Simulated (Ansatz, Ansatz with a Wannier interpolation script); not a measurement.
# G0W0 band structure of CdHClO (P6_3mc), part 2 of 2

Aim: the G0W0 bands of CdHClO (P6_3mc) along the symmetry lines, with the gap off the mesh.

Ansatz 0.2.0; LDA, Wannier functions and G0W0, plane waves, PAW. Known limits of the many-body steps: not at the basis limit; d shell near the gap, gap tends to lie low; no spin-orbit coupling.

So far. Step 3 (Wannier functions (Cd:5s Cl:3p O:2p) on 12×12×4): Near the gap the model misses directly solved bands by 0.6 meV r.m.s. and by 10 meV at most in the window tested. This tests the starting bands, not the corrections carried with them. Step 4 (G0W0 at every point of the mesh: 6×6×2 mesh, 447 empty …): The gap on the mesh goes from 2.31 eV to 4.21 eV, a correction of +1.90 eV.

### Step 5. Interpolating the corrections

A script adds the corrections, carried to the Wannier functions and back, to the LDA levels, along the path and on a 26×26×4 mesh.

| Item | Value |
| --- | --- |
| G0W0 gap over the zone | 4.210 eV |
| valence top at | Γ |
| conduction bottom at | Γ |
| starting gap over the zone | 2.310 eV |
| least direct G0W0 gap | 4.210 eV |
| G0W0 gap on the mesh | 4.210 eV |
| valence width, start | 4.703 eV |
| valence width, G0W0 | 4.983 eV |
| gap by a rigid shift | 4.210 eV |

Levels solved directly plus the interpolated quasiparticle correction. Limits: finite bands, cutoff and mesh; d shell near the gap, gap tends to lie low; no spin-orbit coupling. Quasiparticle bands along the path, in eV, zero at the valence-band top of each set:

```csv
point,band 31,band 32,band 33,band 34,band 35
Γ,-0.22,-0.22,0.00,0.00,4.21
halfway,-1.07,-0.69,-0.36,-0.03,6.29
M,-1.36,-0.47,-0.46,-0.04,6.86
halfway,-1.17,-0.87,-0.51,-0.21,7.42
K,-1.74,-1.35,-0.30,-0.30,8.23
halfway,-0.67,-0.59,-0.56,-0.50,6.78
Γ,-0.22,-0.22,0.00,0.00,4.21
halfway,-0.18,-0.18,-0.03,-0.03,4.49
A,-0.09,-0.09,-0.09,-0.09,5.23
halfway,-0.93,-0.93,-0.17,-0.17,6.76
L,-0.90,-0.90,-0.23,-0.23,7.28
halfway,-1.18,-1.18,-0.26,-0.26,7.76
H,-1.66,-1.66,-0.21,-0.21,8.24
halfway,-0.83,-0.83,-0.35,-0.35,7.11
A,-0.09,-0.09,-0.09,-0.09,5.23
jump to L,-0.90,-0.90,-0.23,-0.23,7.28
halfway,-1.22,-0.59,-0.39,-0.09,6.98
M,-1.36,-0.47,-0.46,-0.04,6.86
jump to H,-1.66,-1.66,-0.21,-0.21,8.24
halfway,-1.87,-1.44,-0.26,-0.26,8.23
K,-1.74,-1.35,-0.30,-0.30,8.23
```

The same for LDA:

```csv
point,band 31,band 32,band 33,band 34,band 35
Γ,-0.15,-0.15,0.00,0.00,2.31
M,-1.21,-0.45,-0.39,-0.05,4.70
K,-1.72,-1.20,-0.30,-0.30,5.90
Γ,-0.15,-0.15,0.00,0.00,2.31
A,-0.07,-0.07,-0.07,-0.07,3.27
L,-0.83,-0.83,-0.21,-0.21,5.07
H,-1.49,-1.49,-0.23,-0.23,5.91
A,-0.07,-0.07,-0.07,-0.07,3.27
L,-0.83,-0.83,-0.21,-0.21,5.07
M,-1.21,-0.45,-0.39,-0.05,4.70
H,-1.49,-1.49,-0.23,-0.23,5.91
K,-1.72,-1.20,-0.30,-0.30,5.90
```

The density of states has structure finer than the step of the table below, so its rows give means over 0.5 eV, whole bins alone (the curve runs from -6 to 5.1 eV). Peaks (eV: height): G0W0 -4.90: 11.1, -3.50: 3.90, -2.00: 6.64, -1.10: 6.62, -0.30: 10.2; LDA -4.60: 10.7, -3.50: 3.67, -2.00: 7.18, -1.00: 7.39, -0.30: 10.7.

Wannier model on a dense mesh, Gaussian width 0.15 eV. Limits: finite bands, cutoff and mesh; d shell near the gap, gap tends to lie low; no spin-orbit coupling. The density of states by energy, zero at the valence-band top of each set; means over each step; values in states/eV/cell:

```csv
energy (eV),G0W0,LDA
-5.5,0.0153,0
-5.0,5.78,0.558
-4.5,2.21,6.99
-4.0,0.168,0.754
-3.5,3.07,3.06
-3.0,3.02,2.40
-2.5,4.75,4.63
-2.0,6.32,6.60
-1.5,5.63,5.48
-1.0,6.12,6.50
-0.5,7.19,7.20
0.0,3.71,3.82
0.5,0.00686,0.00614
1.0,0,0
1.5,0,0
2.0,0,0.00191
2.5,0,0.0629
3.0,0,0.160
3.5,0,0.291
4.0,0.00550,0.432
4.5,0.0800,0.930
```

Corrections by starting level (eV, on the run's own energy scale, so only their differences matter):

```csv
start,correction
-4.69,−1.27
-4.56,−1.35
-4.32,−1.39
-3.46,−0.97
-2.72,−1.07
-2.29,−1.14
-1.96,−1.07
-1.70,−0.99
-1.49,−1.17
-1.06,−0.94
-0.82,−0.91
-0.62,−1.00
-0.31,−0.98
-0.15,−1.07
-0.02,−0.99
2.31,+0.90
5.90,+1.36
```

### Step 6. LDA+SOC bands, for comparison

The many-body steps leave out spin-orbit coupling, so its effect is taken from a two-component run, with twice the bands.

This step: DFT, LDA with spin-orbit coupling, plane waves, PAW.

File input.yaml:

```yaml
crystal:
  lattice:
    - [3.6648, 0.0, 0.0]
    - [-1.8324, 3.1738098998, 0.0]
    - [0.0, 0.0, 10.2305]
  atoms:
    - { symbol: Cd, position: [0.3333333333, 0.6666666667, 0.0081401704] }
    - { symbol: Cd, position: [0.6666666667, 0.3333333333, 0.5081401704] }
    - { symbol: H, position: [0.0, 0.0, 0.1812524944] }
    - { symbol: H, position: [0.0, 0.0, 0.6812524944] }
    - { symbol: Cl, position: [0.3333333333, 0.6666666667, 0.3460004021] }
    - { symbol: Cl, position: [0.6666666667, 0.3333333333, 0.8460004021] }
    - { symbol: O, position: [0.0, 0.0, 0.0850169331] }
    - { symbol: O, position: [0.0, 0.0, 0.5850169331] }
kpoints:
  mp_grid: { grid: [6, 6, 2] }
  band_path:
    path:
      - [[0.0, 0.0, 0.0], [0.5, 0.0, 0.0], [0.33333333, 0.33333333, 0.0], [0.0, 0.0, 0.0], [0.0, 0.0, 0.5], [0.5, 0.0, 0.5], [0.33333333, 0.33333333, 0.5], [0.0, 0.0, 0.5]]
      - [[0.5, 0.0, 0.5], [0.5, 0.0, 0.0]]
      - [[0.33333333, 0.33333333, 0.5], [0.33333333, 0.33333333, 0.0]]
    npoints: 10
hamiltonian:
  xc: lda
scf:
  occupations: { method: fermi_dirac, width: 0.02 }
  n_extra_bands: 12
magnetization:
  noncollinear: true
  spin_orbit: true
output:
  eigenvalues: true
```

Command:

```
> ansatz run input.yaml --threads 4 --pin off --max-ram 18432MiB --backend cpu --events-out ev --progress --plain --runs-dir out
```

Numbers of over 12 decimals in the logs are rounded to 6 here.

Log:

```text
[...]
non-collinear run that drives no moment, with spin-orbit: no starting moment large enough to seed its density (crystal.atoms[].spin), no starting occupations that ask for one, no magnetisation constraint and no magnetic field, so the semilocal B_xc is pinned to zero
Crystal: 8 atoms, lattice volume = 118.995 Å³
Basis set: ecut = 420 eV, 2303 PW (Γ)
Bands: 80, of which v1, the nominal top of the filled ones, is band 68 counted from 1 (67 counted from 0)
Symmetry: 12 space group operations + 12 with time reversal
[...]
k-points: 14 of 72
Projection manifold: j_resolved (fully-relativistic pseudo-atomic orbitals)
[...]
SCF iter   1: F=—  HF=-19478.703901 eV  |F-HF|=—  |Δ(HF+E_count)|=         —  Δρ=8.92e-2  dr2=1.14e1  dr2_m=0.00e0 (ungated)  ethr=3.10e-3  |M|=0.00e0 ∫|m|=0.00e0 μB  |m|>n=0.0e0 m-floor=0.0e0 τ_xc=0.0e0  β_m=0.30  ⟨swp⟩=9.4  Hψ=5694  notcnv=0  defer=3
[...]
spin=Noncollinear: Resta preconditioning applied to the charge; magnetization (m_x, m_y, m_z) channels mix plain (no charge-response kernel on spin).
SCF iter   2: F=—  HF=-19475.948642 eV  |F-HF|=—  |Δ(HF+E_count)|=    2.76e0  Δρ=4.80e-2  dr2=3.86e0  dr2_m=0.00e0 (ungated)  ethr=3.10e-3  |M|=0.00e0 ∫|m|=0.00e0 μB  |m|>n=0.0e0 m-floor=0.0e0 τ_xc=0.0e0  β_m=0.48  ⟨swp⟩=3.0  Hψ=2032  notcnv=0  defer=104
[...]
SCF iter   9: F=-19474.626120 eV  HF=-19474.626120 eV  |F-HF|=1.41e-8  |Δ(HF+E_count)|=   1.68e-6  Δρ=7.45e-6  dr2=7.53e-8  dr2_m=0.00e0 (ungated)  ethr=1.47e-10  |M|=0.00e0 ∫|m|=0.00e0 μB  |m|>n=0.0e0 m-floor=0.0e0 τ_xc=0.0e0  ⟨swp⟩=10.0  Hψ=4588  notcnv=0
SCF 1 converged in 9 iterations: F = -19474.626120 eV  dr2 = 7.53e-8
[...]
SCF converged after 9 iterations
Magnetization: |M| = 0.0000 μB,  M = (+0.0000, +0.0000, +0.0000) μB
Absolute magnetization: 0.0000 μB (∫|m|)
  site 0: m = (+0.0000, +0.0000, +0.0000) μB, |m| = 0.0000 μB  (R = 0.93 Å)
  site 1: m = (+0.0000, +0.0000, +0.0000) μB, |m| = 0.0000 μB  (R = 0.93 Å)
  site 2: m = (+0.0000, +0.0000, +0.0000) μB, |m| = 0.0000 μB  (R = 0.41 Å)
  site 3: m = (+0.0000, +0.0000, +0.0000) μB, |m| = 0.0000 μB  (R = 0.41 Å)
  site 4: m = (+0.0000, +0.0000, +0.0000) μB, |m| = 0.0000 μB  (R = 1.11 Å)
  site 5: m = (+0.0000, +0.0000, +0.0000) μB, |m| = 0.0000 μB  (R = 1.11 Å)
  site 6: m = (+0.0000, +0.0000, +0.0000) μB, |m| = 0.0000 μB  (R = 0.41 Å)
  site 7: m = (+0.0000, +0.0000, +0.0000) μB, |m| = 0.0000 μB  (R = 0.41 Å)
Free energy (F): -19474.626120 eV
[...]
Internal energy: -19474.626120 eV  (E = F + TS)
E sigma→0 (E₀):  -19474.626120 eV
Fermi energy:    6.266646 eV
[...]
--- Band table (eV; the first three rows and the last of 14) ---
  k-point 0: bands = [... 64 lower, 5.0955, 5.0955, 5.1002, 5.1002, 7.4040, 7.4040, 9.5922, 9.5922, ... 8 higher]
  k-point 1: bands = [... 64 lower, 5.0377, 5.0377, 5.0377, 5.0377, 8.3616, 8.3616, 8.3616, 8.3616, ... 8 higher]
  k-point 2: bands = [... 64 lower, 4.8561, 4.8566, 5.0714, 5.0754, 8.4393, 8.4648, 9.9749, 9.9991, ... 8 higher]
  k-point 13: bands = [... 64 lower, 4.8683, 4.8683, 4.8716, 4.8716, 10.9965, 10.9965, 11.0037, 11.0037, ... 8 higher]
```

Wall time 51 s (4 threads of Arm Neoverse V1, shared host); peak memory 1.3 GiB.

This step gave:

```yaml
filled_bands: 68
gap: 2.304 eV
valence_top_at: Γ
conduction_bottom_at: Γ
least_direct_gap: 2.304 eV
```

The gap stands −0.01 eV against LDA.

Electronic bands along the path, in eV, zero at the top of the highest nominally filled band:

```csv
point,band 65,band 66,band 67,band 68,band 69,band 70,band 71,band 72
Γ,0.00,0.00,0.00,0.00,2.30,2.30,4.49,4.49
halfway,-0.31,-0.31,-0.04,-0.04,4.17,4.20,5.09,5.12
M,-0.40,-0.40,-0.05,-0.05,4.69,4.69,5.50,5.50
halfway,-0.50,-0.48,-0.27,-0.23,5.17,5.18,5.79,5.79
K,-0.32,-0.30,-0.30,-0.29,5.88,5.89,5.89,5.89
halfway,-0.54,-0.51,-0.48,-0.48,4.60,4.63,5.23,5.25
Γ,0.00,0.00,0.00,0.00,2.30,2.30,4.49,4.49
halfway,-0.02,-0.02,-0.02,-0.02,2.58,2.58,4.04,4.04
A,-0.06,-0.06,-0.06,-0.06,3.26,3.26,3.26,3.26
halfway,-0.16,-0.16,-0.16,-0.16,4.58,4.58,4.60,4.60
L,-0.21,-0.21,-0.21,-0.21,5.06,5.06,5.06,5.06
halfway,-0.29,-0.29,-0.28,-0.28,5.47,5.47,5.48,5.48
H,-0.23,-0.23,-0.23,-0.23,5.90,5.90,5.90,5.90
halfway,-0.36,-0.36,-0.33,-0.33,4.89,4.89,4.91,4.91
A,-0.06,-0.06,-0.06,-0.06,3.26,3.26,3.26,3.26
jump to L,-0.21,-0.21,-0.21,-0.21,5.06,5.06,5.06,5.06
halfway,-0.34,-0.34,-0.10,-0.10,4.80,4.80,5.35,5.35
M,-0.40,-0.40,-0.05,-0.05,4.69,4.69,5.50,5.50
jump to H,-0.23,-0.23,-0.23,-0.23,5.90,5.90,5.90,5.90
halfway,-0.28,-0.27,-0.27,-0.26,5.89,5.89,5.90,5.90
K,-0.32,-0.30,-0.30,-0.29,5.88,5.89,5.89,5.89
```

### Step 7. Results

```yaml
lda_gap: 2.31 eV
g0w0_gap_over_the_zone: 4.21 eV, direct
least_direct_g0w0_gap_in_the_model: 4.21 eV
with_the_spin_orbit_change: 4.20 eV
gw_settings: 6×6×2 mesh, 447 empty bands, screening to 140 eV
known_limits: not at the basis limit; d shell near the gap, gap tends to lie low; no spin-orbit coupling
```

**Reading.** The Wannier model follows the LDA bands to under 1 meV r.m.s. near the gap. The G0W0 gap over the zone is 4.21 eV, direct, from Γ to Γ; on the mesh alone it is 4.21 eV, nearly the same. The valence width in the model goes from 4.70 eV to 4.98 eV. LDA+SOC gives a gap of 2.30 eV on the same path, a spin-orbit change of −0.01 eV that would bring the G0W0 gap to 4.20 eV. Bands and cutoff are finite, so the gap is not at the basis limit. The miss can reach some tenths of an eV and take either sign; the mesh is an error of its own. Above the frozen window of the model the interpolated levels need not meet the computed ones, even at points of the mesh. A d shell, filled or nearly so, lies near the gap. One-shot GW converges very slowly in bands there, not always from below, and on a semilocal start the gap tends to come out low; starts rich in exact exchange can overshoot instead.

[Paths, hosts, dates, memory and timing lines, banners, echoed tables and standing remarks are left out of the program output.]

[Logs are printed without paths, hosts, clocks, repeated set-up lines and the standing remarks that a program may print on its own settings, such as how far it seeks lower states.]

[Runs of the session that timed out or met a known fault of the program may be left out.]

[Hosts, paths, dates, database ids (printed as entryN), source tags and the programs' standing remarks are cut or masked in the printed files.]
